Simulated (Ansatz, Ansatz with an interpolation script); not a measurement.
**Cs2TlBiF6 (Fm-3m): what limits a Wannier interpolation of GW**

Wanted: errors and cost of interpolated bands of Cs2TlBiF6 (Fm-3m) under coarser or faulty settings.

Main program and level: Ansatz 0.2.0; maximally localised Wannier functions, LDA, plane waves, PAW; PAW set soft_1.

Report form: the programs' logs are mostly left out.

**1. The structure**

The structure is cubic, space group Fm-3m (No. 225). The conventional cell has a = 9.727 Å, b = 9.727 Å, c = 9.727 Å, α = 90.00°, β = 90.00°, γ = 90.00°. Nearest to Cs lie 12 F at 3.44 Å. Nearest to Tl lie 6 F at 2.63 Å. Bi has 6 F at 2.24 Å nearest. F has 1 Bi at 2.24 Å and 1 Tl at 2.63 Å and 4 Cs at 3.44 Å nearest. Farther neighbours and most contacts between anions are not listed.

The cell and positions come from the Crystallography Open Database and are kept as given unless a step says otherwise. Spin-orbit coupling is left out unless a step names it.

**2. Wannier model on 8×8×8**

Localised functions give a small Hamiltonian that interpolates between mesh points at no cost.

File input.yaml:

```yaml
crystal:
  lattice:
    - [0.0, 4.8635, 4.8635]
    - [4.8635, 0.0, 4.8635]
    - [4.8635, 4.8635, 0.0]
  atoms:
    - { symbol: Cs, position: [0.25, 0.25, 0.25] }
    - { symbol: Cs, position: [0.75, 0.75, 0.75] }
    - { symbol: Tl, position: [0.5, 0.5, 0.5] }
    - { symbol: Bi, position: [0.0, 0.0, 0.0] }
    - { symbol: F, position: [0.77, 0.23, 0.23] }
    - { symbol: F, position: [0.23, 0.77, 0.23] }
    - { symbol: F, position: [0.23, 0.77, 0.77] }
    - { symbol: F, position: [0.77, 0.23, 0.77] }
    - { symbol: F, position: [0.23, 0.23, 0.77] }
    - { symbol: F, position: [0.77, 0.77, 0.23] }
kpoints:
  mp_grid: { grid: [4, 4, 4] }
hamiltonian:
  xc: lda
  pseudopotentials: { kind: paw, azcp: { folder: soft_1 }, xc_functional: pbe }
scf:
  occupations: { method: fixed }
  n_extra_bands: 122
output:
  wannier:
    kmesh: [8, 8, 8]
    projections:
      - { species: Bi, l: p, shell: 6 }
      - { species: Cs, l: s, shell: 6 }
      - { species: F, l: p, shell: 2 }
      - { species: Tl, l: s, shell: 6 }
      - { species: Tl, l: p, shell: 6 }
    minimise: true
    write_hr: true
    seedname: w
    conv_tol: 1.0e-06
    max_iter: 20000
    stability_check: false
    disentanglement:
      window: [-1.76, 14.62]
      frozen_window: [-1.76, 9.42]
      conv_tol: 1.0e-08
```

Launch:

```sh
> ansatz run input.yaml --threads 2 --pin off --max-ram 92160MiB --backend cuda --events-out ev --progress --plain --runs-dir out --devices 1 --max-vram 13GiB
```

The job ended after 35 s (1 × NVIDIA H100 80GB HBM3 (shared by 6 runs) with 2 threads of AMD EPYC 7R13 (Zen 3), shared host; peak memory 2.8 GiB; 45 s of CPU time).

This step gave:

- gauge-invariant spread: 59.32 Å²
- diagonal spread: 0.001379 Å²
- off-diagonal spread: 5.349 Å²
- total spread: 64.67 Å²
- least projectability: 0.4422
- localisation steps: 67
- disentanglement steps: 121
- r.m.s. interpolation error: 8.20e-4 eV
- r.m.s. error near the gap: 0.001761 eV

Near the gap the model misses directly solved bands by 1.8 meV r.m.s. and by 17 meV at most in the window tested. This tests the starting bands, not the corrections carried with them.

**3. Wannier model on 4×4×4**

input.yaml: that of step 2 with these lines changed.

```diff
@@ -26,3 +26,3 @@
   wannier:
-    kmesh: [8, 8, 8]
+    kmesh: [4, 4, 4]
     projections:
```

It took 8.8 s on 1 × NVIDIA H100 80GB HBM3 (shared by 6 runs) with 2 threads; peak memory 1.2 GiB; 9.6 s of CPU time.

This step gave:

- gauge-invariant spread: 52.64 Å²
- diagonal spread: 0.002338 Å²
- off-diagonal spread: 5.681 Å²
- total spread: 58.33 Å²
- least projectability: 0.4484
- localisation steps: 28
- disentanglement steps: 35
- r.m.s. interpolation error: 0.005932 eV
- r.m.s. error near the gap: 0.01271 eV

Near the gap the model misses directly solved bands by 12.7 meV r.m.s. and by 66 meV at most in the window tested. This tests the starting bands, not the corrections carried with them.

Frozen up to 4.52 eV; above it the model need not follow the bands. Electronic bands along the path, in eV, zero at the valence-band top; v1 is the highest filled band, c1 the lowest empty one:

```
    point     v4     v3     v2     v1    c1    c2    c3    c4
        Γ  -3.42  -3.42  -3.42   0.00  2.72  2.72  2.72  4.19
  halfway  -3.50  -3.42  -2.97  -0.59  3.14  3.14  3.74  3.91
        X  -3.56  -3.42  -1.92  -0.89  3.02  3.66  3.66  5.46
  halfway  -3.55  -3.43  -1.87  -1.02  3.06  3.68  3.74  5.47
        U  -3.53  -3.46  -1.74  -1.37  3.18  3.75  3.98  5.13
jump to K  -3.53  -3.46  -1.74  -1.37  3.18  3.75  3.98  5.13
  halfway  -3.49  -3.46  -2.96  -0.82  3.13  3.45  3.85  4.14
        Γ  -3.42  -3.42  -3.42   0.00  2.72  2.72  2.72  4.19
  halfway  -3.47  -3.45  -3.25  -0.66  3.19  3.19  3.46  4.27
        L  -3.50  -3.49  -2.06  -1.88  4.11  4.11  4.25  4.33
  halfway  -3.50  -3.49  -1.79  -1.70  3.58  3.62  4.29  4.60
        W  -3.50  -3.50  -1.55  -1.53  3.32  3.32  4.41  4.86
  halfway  -3.54  -3.44  -1.83  -1.12  3.11  3.56  3.94  5.36
        X  -3.56  -3.42  -1.92  -0.89  3.02  3.66  3.66  5.46
```

The same for Kohn-Sham, solved directly:

```
point     v4     v3     v2     v1    c1    c2    c3    c4
    Γ  -3.42  -3.42  -3.42   0.00  2.72  2.72  2.72  4.19
    X  -3.56  -3.42  -1.92  -0.89  3.02  3.66  3.66  5.19
    U  -3.53  -3.46  -1.74  -1.37  3.17  3.75  3.96  4.85
    K  -3.53  -3.46  -1.74  -1.37  3.17  3.75  3.96  4.85
    Γ  -3.42  -3.42  -3.42   0.00  2.72  2.72  2.72  4.19
    L  -3.50  -3.49  -2.06  -1.88  4.11  4.11  4.25  4.33
    W  -3.50  -3.50  -1.55  -1.53  3.32  3.32  4.41  4.67
    X  -3.56  -3.42  -1.92  -0.89  3.02  3.66  3.66  5.19
```

**4. A faulty Wannier input**

This step: maximally localised Wannier functions, LDA, plane waves, PAW.

input.yaml: that of step 3 with these lines changed.

```diff
@@ -37,3 +37,3 @@
     conv_tol: 1.0e-06
-    max_iter: 20000
+    max_iter: 3
     stability_check: false
```

Launch:

```sh
> ansatz run input.yaml --threads 2 --pin off --max-ram 92160MiB --backend cpu --events-out ev --progress --plain --runs-dir out
```

The job ended after 0.25 s (2 threads; peak memory 0.096 GiB).

The program refused the input before any cycle.

The program's message: “Error: invalid value for `output.wannier.max_iter`: must be ≥ 5; got 3”

The fault put into this input: too few iterations.

**5. G0W0: 4×4×4 mesh, 774 empty bands, screening to 130 eV, PAW set soft_1 files**

G0W0 replaces the xc potential by the self-energy, built once from these orbitals. Only a window of levels is corrected, while the sums run over the empty bands that the input names.

This step: G0W0 on LDA, plane waves, PAW; PAW set soft_1.

input.yaml, the sections that differ from step 4:

```yaml
scf:
  occupations: { method: fixed }
gw:
  n_empty_bands: 774
  ecut_chi: 130.0
  qp_bands: [v19, c6]
  screening: { model: contour_deformation }
# crystal, kpoints, hamiltonian: as in step 4
# output: removed
```

Launch:

```sh
> ansatz run input.yaml --threads 2 --pin off --max-ram 92160MiB --backend cuda --events-out ev --progress --plain --runs-dir out --devices 1 --max-vram 13GiB
```

Run time: 1.8 min. Hardware: 1 × NVIDIA H100 80GB HBM3 (shared by 6 runs) with 2 threads; peak memory 2.4 GiB.

The G0W0 gap on the mesh is 4.630 eV.

**6. G0W0: 2×2×2 mesh, 774 empty bands, screening to 130 eV, PAW set soft_1 files**

input.yaml: that of step 5 with these lines changed.

```diff
@@ -17,3 +17,3 @@
 kpoints:
-  mp_grid: { grid: [4, 4, 4] }
+  mp_grid: { grid: [2, 2, 2] }
 hamiltonian:
```

Elapsed: 20 s, on 1 × NVIDIA H100 80GB HBM3 (shared by 6 runs) with 2 threads; peak memory 1.7 GiB; 26 s of CPU time.

The G0W0 gap on the mesh is 4.567 eV.

**7. G0W0: 4×4×4 mesh, 359 empty bands, screening to 78 eV, PAW set soft_1 files**

input.yaml: that of step 6 with these lines changed.

```diff
@@ -17,3 +17,3 @@
 kpoints:
-  mp_grid: { grid: [2, 2, 2] }
+  mp_grid: { grid: [4, 4, 4] }
 hamiltonian:
@@ -24,4 +24,4 @@
 gw:
-  n_empty_bands: 774
-  ecut_chi: 130.0
+  n_empty_bands: 359
+  ecut_chi: 78
   qp_bands: [v19, c6]
```

The job ended after 57 s (1 × NVIDIA H100 80GB HBM3 (shared by 6 runs) with 2 threads; peak memory 1.6 GiB).

The G0W0 gap on the mesh is 4.519 eV.

**8. G0W0: 4×4×4 mesh, 774 empty bands, screening to 130 eV, plasmon pole, PAW set soft_1 files**

input.yaml: that of step 7 with these lines changed.

```diff
@@ -24,5 +24,5 @@
 gw:
-  n_empty_bands: 359
-  ecut_chi: 78
+  n_empty_bands: 774
+  ecut_chi: 130.0
   qp_bands: [v19, c6]
-  screening: { model: contour_deformation }
+  screening: { model: godby_needs }
```

Elapsed: 3.5 min, on 1 × NVIDIA H100 80GB HBM3 (shared by 6 runs) with 2 threads; peak memory 6.1 GiB.

The G0W0 gap on the mesh is 4.588 eV.

**9. Interpolated results**

Times are wall times on 1 × NVIDIA H100 80GB HBM3 (shared by 6 runs) with 2 threads of AMD EPYC 7R13 (Zen 3), shared host, good to a factor of about two.

```
GW mesh  empty bands  cutoff (eV)            frequency  gap on mesh (eV)  gap over zone (eV)  direct gap (eV)  valence width (eV)  GW time
  4×4×4          774          130  contour deformation             4.630               4.630            4.631               7.004  1.8 min
  2×2×2          774          130  contour deformation             4.567               4.572            4.573               6.967     20 s
  4×4×4          359           78  contour deformation             4.519               4.519            4.519               7.129     57 s
  4×4×4          774          130         plasmon pole             4.588               4.588            4.588               7.357  3.5 min
```

**10. Summary of results**

```json
{"4×4×4 mesh, 774 empty bands, screening to 130 eV, PAW set soft_1 files": "4.63 eV", "2×2×2 mesh, 774 empty bands, screening to 130 eV, PAW set soft_1 files": "4.57 eV", "4×4×4 mesh, 359 empty bands, screening to 78 eV, PAW set soft_1 files": "4.52 eV", "4×4×4 mesh, 774 empty bands, screening to 130 eV, plasmon pole, PAW set soft_1 files": "4.59 eV"}
```

**Reading.** The largest change, −0.11 eV in the gap over the zone, comes with 4×4×4 mesh, 359 empty bands, screening to 78 eV, PAW set soft_1 files. The first run is a reference, not a converged one, and where a row moves several settings no single cause can be named. Rows on another GW mesh add that mesh's corrections to the bands of the one model. Coarser Wannier mesh (4×4×4): the miss near the gap goes from 2 (the model on 8×8×8) to 13 meV and the total spread from 64.7 to 58.3 Å². With 2×2×2 mesh, 774 empty bands, screening to 130 eV, PAW set soft_1 files the gap over the zone moves by −0.06 eV and that on the mesh by −0.06 eV. With 4×4×4 mesh, 359 empty bands, screening to 78 eV, PAW set soft_1 files the gap over the zone moves by −0.11 eV and that on the mesh by −0.11 eV. With 4×4×4 mesh, 774 empty bands, screening to 130 eV, plasmon pole, PAW set soft_1 files the gap over the zone moves by −0.04 eV and that on the mesh by −0.04 eV. Gaps over the zone and on the mesh differ where an edge lies off the mesh, or where a GW run starts from another density: the starting gap over the zone is 2.716 eV, on the GW meshes it is 2.716 eV and 2.710 eV. Where an edge is built on 6p states of lead, bismuth or thallium, scalar-relativistic gaps usually stand too wide, by a few tenths to over one eV. The many-body steps are scalar-relativistic: spin-orbit coupling is not in them.

[Paths, hosts, dates, memory and timing lines, banners, echoed tables and standing remarks are left out of the program output.]

[Logs are printed without paths, hosts, clocks, repeated set-up lines and the standing remarks that a program may print on its own settings, such as how far it seeks lower states.]

[Runs of the session that timed out or met a known fault of the program may be left out.]

[Hosts, paths, dates, database ids (printed as entryN), source tags and the programs' standing remarks are cut or masked in the printed files.]
